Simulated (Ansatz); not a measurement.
## How Cu(110) screens a field

Aim: image plane and induced charge of Cu(110).

Main program and level: Ansatz 0.2.0; plane-wave DFT, PBE, Ansatz PAW.

Most raw output is cut from this account.

## 1. Starting point

The cell holds 6 atoms: 6 Cu. Cell: a = 3.610 Å, b = 2.553 Å, c = 24.382 Å, α = 90.0°, β = 90.0°, γ = 90.0°. Vacuum lies along c.

## 2. Single point, field 0

A sawtooth potential applies the field, turning back in the middle of the vacuum. With the dipole correction the typed value is the field outside the slab. The induced dipole is small, so the SCF threshold is tight.

input.yaml reads:

```yaml
crystal:
  lattice:
    - [3.61, 0.0, 0.0]
    - [0.0, 2.5526554801, 0.0]
    - [0.0, 0.0, 24.3816387002]
  atoms:
    - { symbol: Cu, position: [0.5, 0.5, 0.3691302341] }
    - { symbol: Cu, position: [0.0, 0.0, 0.4214781404] }
    - { symbol: Cu, position: [0.5, 0.5, 0.4738260468] }
    - { symbol: Cu, position: [0.0, 0.0, 0.5261739532] }
    - { symbol: Cu, position: [0.5, 0.5, 0.5785218596] }
    - { symbol: Cu, position: [0.0, 0.0, 0.6308697659] }
kpoints:
  mp_grid: { grid: [14, 20, 1] }
hamiltonian:
  xc: pbe
scf:
  occupations: { method: fermi_dirac, width: 0.1 }
  convergence: { dr2_threshold: 1.0e-10 }
efield:
  axis: 3
  dipole_correction: true
  ramp_position: 0.97
  ramp_width: 0.06
  amplitude: 0
output:
  forces: true
  write_potential: true
  write_density: true
  volumetric_format: npy
```

Launch:

```sh
ansatz run input.yaml --threads 4 --pin off --max-ram 6144MiB --backend cpu --events-out ev --progress --plain --runs-dir out
```

Run time: 80 s. Hardware: 4 threads of AMD EPYC 7R43, shared host; peak memory 1.2 GiB; 5.2 min of CPU time.

This step gave:

```
energy at zero smearing   : -39749.1704 eV
work function, upper face : 4.421 eV
dipole along the normal   : -2.82e-7 e·Å
```

Running mean over 1.276 Å of the planar mean; the ramp of the sawtooth is left out. The electron's electrostatic potential energy less the Fermi level by z:

| z (Å) | electron's electrostatic potential energy less the Fermi level (eV) |
| --- | --- |
| 3 | 4.42 |
| 4 | 4.42 |
| 5 | 4.42 |
| 6 | 4.40 |
| 7 | 4.17 |
| 8 | 0.989 |
| 9 | -7.48 |
| 10 | -8.69 |
| 11 | -8.83 |
| 12 | -8.83 |
| 13 | -8.83 |
| 14 | -8.77 |
| 15 | -8.37 |
| 16 | -2.64 |
| 17 | 3.77 |
| 18 | 4.37 |
| 19 | 4.42 |
| 20 | 4.42 |
| 21 | 4.42 |

Force by atom:

| atom | x (eV/Å) | y (eV/Å) | z (eV/Å) | size |
| --- | --- | --- | --- | --- |
| Cu1 | 0.000 | 0.000 | 0.315 | 0.315 |
| Cu2 | 0.000 | 0.000 | -0.433 | 0.433 |
| Cu3 | 0.000 | 0.000 | -0.012 | 0.012 |
| Cu4 | 0.000 | 0.000 | 0.012 | 0.012 |
| Cu5 | 0.000 | 0.000 | 0.433 | 0.433 |
| Cu6 | 0.000 | 0.000 | -0.315 | 0.315 |

The work function of the upper face is 4.42 eV.

## 3. Single point, field 0.05 V/Å

input.yaml: that of step 2 with these lines changed.

```diff
@@ -24,3 +24,3 @@
   ramp_width: 0.06
-  amplitude: 0
+  amplitude: 0.05
 output:
```

Run time: 93 s. Hardware: 4 threads; peak memory 1.2 GiB; 6 min of CPU time.

The dipole is 0.0236 e·Å.

## 4. Atoms held, field -0.05 V/Å

input.yaml: that of step 3 with these lines changed.

```diff
@@ -24,3 +24,3 @@
   ramp_width: 0.06
-  amplitude: 0.05
+  amplitude: -0.05
 output:
```

The job ended after 93 s (4 threads; peak memory 1.2 GiB).

The dipole is -0.0236 e·Å.

## 5. Single point, field 0.1 V/Å

input.yaml: that of step 4 with these lines changed.

```diff
@@ -24,3 +24,3 @@
   ramp_width: 0.06
-  amplitude: -0.05
+  amplitude: 0.1
 output:
```

Elapsed: 83 s, on 4 threads; peak memory 1.2 GiB.

The dipole is 0.0473 e·Å.

## 6. Single point, field -0.1 V/Å

input.yaml: that of step 5 with these lines changed.

```diff
@@ -24,3 +24,3 @@
   ramp_width: 0.06
-  amplitude: 0.1
+  amplitude: -0.1
 output:
```

Wall time 1.8 min (4 threads); peak memory 1.2 GiB; 6.9 min of CPU time.

The dipole is -0.0473 e·Å.

## 7. Atoms held, field 0.2 V/Å

input.yaml: that of step 6 with these lines changed.

```diff
@@ -24,3 +24,3 @@
   ramp_width: 0.06
-  amplitude: -0.1
+  amplitude: 0.2
 output:
```

Wall time 99 s (4 threads); peak memory 1.2 GiB.

The dipole is 0.0946 e·Å.

## 8. Atoms held, field -0.2 V/Å

input.yaml: that of step 7 with these lines changed.

```diff
@@ -24,3 +24,3 @@
   ramp_width: 0.06
-  amplitude: 0.2
+  amplitude: -0.2
 output:
```

Run time: 89 s. Hardware: 4 threads; peak memory 1.2 GiB.

The dipole is -0.0946 e·Å.

## 9. Atoms held, field 0.4 V/Å

input.yaml: that of step 8 with these lines changed.

```diff
@@ -24,3 +24,3 @@
   ramp_width: 0.06
-  amplitude: -0.2
+  amplitude: 0.4
 output:
@@ -30 +30,2 @@
   volumetric_format: npy
+  elf: true
```

Wall time 100 s (4 threads); peak memory 1.2 GiB; 6.5 min of CPU time.

Running mean over 1.276 Å of the planar mean, with the applied field; the ramp of the sawtooth is left out. Table of electron's electrostatic potential energy less the Fermi level by z:

| z (Å) | electron's electrostatic potential energy less the Fermi level (eV) |
| --- | --- |
| 3 | 2.63 |
| 4 | 3.03 |
| 5 | 3.42 |
| 6 | 3.79 |
| 7 | 3.91 |
| 8 | 0.951 |
| 9 | -7.48 |
| 10 | -8.69 |
| 11 | -8.83 |
| 12 | -8.83 |
| 13 | -8.83 |
| 14 | -8.77 |
| 15 | -8.36 |
| 16 | -2.63 |
| 17 | 3.95 |
| 18 | 4.87 |
| 19 | 5.31 |
| 20 | 5.71 |
| 21 | 6.11 |

The dipole is 0.189 e·Å.

## 10. The response

This step: plane-wave DFT, PBE, Ansatz PAW; screening of a field by a metal slab (Ansatz 0.2.0).

The dipoles give the slope, and the difference of two potentials shows where the field is screened.

This step gave:

```yaml
equivalent_conductor_thickness_p_eps_0ae: 9.281 Å
distance_between_the_outer_atoms: 6.382 Å
image_plane_upper_face: 1.453 Å
induced_electrons_on_the_upper_face_over_eps_0e: -0.9990
image_plane_lower_face: 1.453 Å
induced_electrons_on_the_lower_face_over_eps_0e: 0.9990
```

Table of dipole of the cell by applied field:

| applied field (V/Å) | dipole of the cell (e·Å) |
| --- | --- |
| -0.200 | -0.0946 |
| -0.100 | -0.0473 |
| -0.050 | -0.0236 |
| 0.000 | -2.8e-7 |
| 0.050 | 0.0236 |
| 0.100 | 0.0473 |
| 0.200 | 0.0946 |
| 0.400 | 0.189 |

Local field over the applied field, running mean. From the potentials at -0.05 and 0.05 V/Å; running mean over 1.276 Å. Table of local field over applied field by z:

| z (Å) | local field over applied field |
| --- | --- |
| 4.5 | 0.997 |
| 5.0 | 0.993 |
| 5.5 | 0.982 |
| 6.0 | 0.957 |
| 6.5 | 0.902 |
| 7.0 | 0.788 |
| 7.5 | 0.585 |
| 8.0 | 0.313 |
| 8.5 | 0.0861 |
| 9.0 | -0.0138 |
| 9.5 | -0.0117 |
| 10.0 | 0.00821 |
| 10.5 | 0.0125 |
| 11.0 | 0.00493 |
| 11.5 | -5.6e-4 |
| 12.0 | -3.5e-4 |
| 12.5 | -5.5e-4 |
| 13.0 | 9.4e-5 |
| 13.5 | 0.00686 |
| 14.0 | 0.0133 |
| 14.5 | 0.00421 |
| 15.0 | -0.0161 |
| 15.5 | -0.00236 |
| 16.0 | 0.130 |
| 16.5 | 0.379 |
| 17.0 | 0.642 |
| 17.5 | 0.822 |
| 18.0 | 0.919 |
| 18.5 | 0.965 |
| 19.0 | 0.986 |
| 19.5 | 0.994 |
| 20.0 | 0.998 |

Electrons, planar mean, per unit field. Table of induced electron density by z:

z (Å), induced electron density (e/Å³ per V/Å) and a bar from the least value:
```
        5    0.00006 #############
        6    0.00034 ##############
        7    0.00158 ####################
        8    0.00379 ##############################
        9    0.00002 #############
       10   -0.00013 ############
       11    0.00015 #############
       12   -0.00002 ############
       13    0.00003 #############
       14   -0.00004 ############
       15    0.00038 ##############
       16   -0.00266 
       17   -0.00255 #
       18   -0.00063 #########
       19   -0.00012 ############
       20   -0.00002 ############
```

By hand: between -0.05 and 0.05 V/Å the dipole changes by 0.04726 e·Å, a slope of 0.4726 e·Å²/V. A perfect conductor of thickness t has p = ε₀AEt, so t = 180.95 × 0.4726 / 9.215 = 9.28 Å (e/ε₀ = 180.95 V·Å, A in Å²). Less the 6.38 Å between the outer atoms, and halved, that puts each image plane 1.45 Å out.

The induced dipole is that of a conductor 9.28 Å thick.

## 11. Varying the input

This step: plane-wave DFT, PBE, Ansatz PAW (Ansatz 0.2.0).

A run with a changed input: it repeats the earlier run at 0.05 V/Å with scf.lower_state_search to standard, scf.mixing.algorithm to broyden, scf.mixing.beta to 0.7 and basis.ecutwfc to 550 eV.

input.yaml: that of step 9 with these lines changed.

```diff
@@ -19,2 +19,4 @@
   convergence: { dr2_threshold: 1.0e-10 }
+  lower_state_search: standard
+  mixing: { algorithm: broyden, beta: 0.7 }
 efield:
@@ -24,3 +26,3 @@
   ramp_width: 0.06
-  amplitude: 0.4
+  amplitude: 0.05
 output:
@@ -30,2 +32,3 @@
   volumetric_format: npy
-  elf: true
+basis:
+  ecutwfc: "550 eV"
```

It took 2 min on 4 threads; peak memory 1.7 GiB.

Numbers from this step:

| Item | Value |
| --- | --- |
| energy at zero smearing | -39749.1896 eV |
| dipole along the normal | 0.02363 e·Å |

Force by atom:

| atom | x (eV/Å) | y (eV/Å) | z (eV/Å) | size |
| --- | --- | --- | --- | --- |
| Cu1 | 0.000 | 0.000 | 0.318 | 0.318 |
| Cu2 | 0.000 | 0.000 | -0.433 | 0.433 |
| Cu3 | 0.000 | 0.000 | -0.012 | 0.012 |
| Cu4 | 0.000 | 0.000 | 0.013 | 0.013 |
| Cu5 | 0.000 | 0.000 | 0.431 | 0.431 |
| Cu6 | 0.000 | 0.000 | -0.318 | 0.318 |

| quantity | this run | earlier run | difference |
| --- | --- | --- | --- |
| dipole along the normal (e·Å) | 0.02363 | 0.02363 | -3.0e-9 |

The dipole moves by under 0.5 % or 5e-5 e·Å. The run took 19 SCF cycles against 18.

## 12. The same run with other settings: scf.mixing.preconditioner = "none"

Another changed input: it repeats the earlier run at 0.05 V/Å with scf.mixing.preconditioner to none.

input.yaml: that of step 11 with these lines changed.

```diff
@@ -19,4 +19,3 @@
   convergence: { dr2_threshold: 1.0e-10 }
-  lower_state_search: standard
-  mixing: { algorithm: broyden, beta: 0.7 }
+  mixing: { preconditioner: none }
 efield:
@@ -32,3 +31 @@
   volumetric_format: npy
-basis:
-  ecutwfc: "550 eV"
```

It took 94 s on 4 threads; peak memory 1.2 GiB; 6.2 min of CPU time.

This step gave:

| Item | Value |
| --- | --- |
| energy at zero smearing | -39749.1710 eV |

Force by atom:

| atom | x (eV/Å) | y (eV/Å) | z (eV/Å) | size |
| --- | --- | --- | --- | --- |
| Cu1 | 0.000 | 0.000 | 0.315 | 0.315 |
| Cu2 | 0.000 | 0.000 | -0.434 | 0.434 |
| Cu3 | 0.000 | 0.000 | -0.012 | 0.012 |
| Cu4 | 0.000 | 0.000 | 0.013 | 0.013 |
| Cu5 | 0.000 | 0.000 | 0.433 | 0.433 |
| Cu6 | 0.000 | 0.000 | -0.315 | 0.315 |

| quantity | this run | earlier run | difference |
| --- | --- | --- | --- |
| dipole along the normal (e·Å) | 0.02363 | 0.02363 | -4.9e-6 |

The dipole moves by under 0.5 % or 5e-5 e·Å. The run took 24 SCF cycles against 18.

## 13. Outcome

- work function: 4.42 eV
- image plane, upper face: 1.45 Å
- induced electrons on the upper face over ε₀E: -0.999
- equivalent conductor thickness p/(ε₀AE): 9.28 Å

What this shows: The induced charge has its centre 1.45 Å outside the outermost atoms; this is the plane from which a capacitor's gap or an image potential counts. The equivalent conductor thickness exceeds the distance between the outer atoms by 2.90 Å, about the sum of the two image-plane distances. The atoms are held at bulk positions with the tabulated experimental lattice constant.

[Logs are printed without paths, hosts, clocks, repeated set-up lines and the standing remarks that a program may print on its own settings, such as how far it seeks lower states.]

[Hosts, paths, dates, database ids (printed as entryN), source tags and the programs' standing remarks are cut or masked in the printed files.]

[Maps of the electrostatic potential energy from Ansatz leave out the sawtooth potential of an applied field or a dipole correction, so their vacuum need not be flat; planar profiles and work functions include it.]
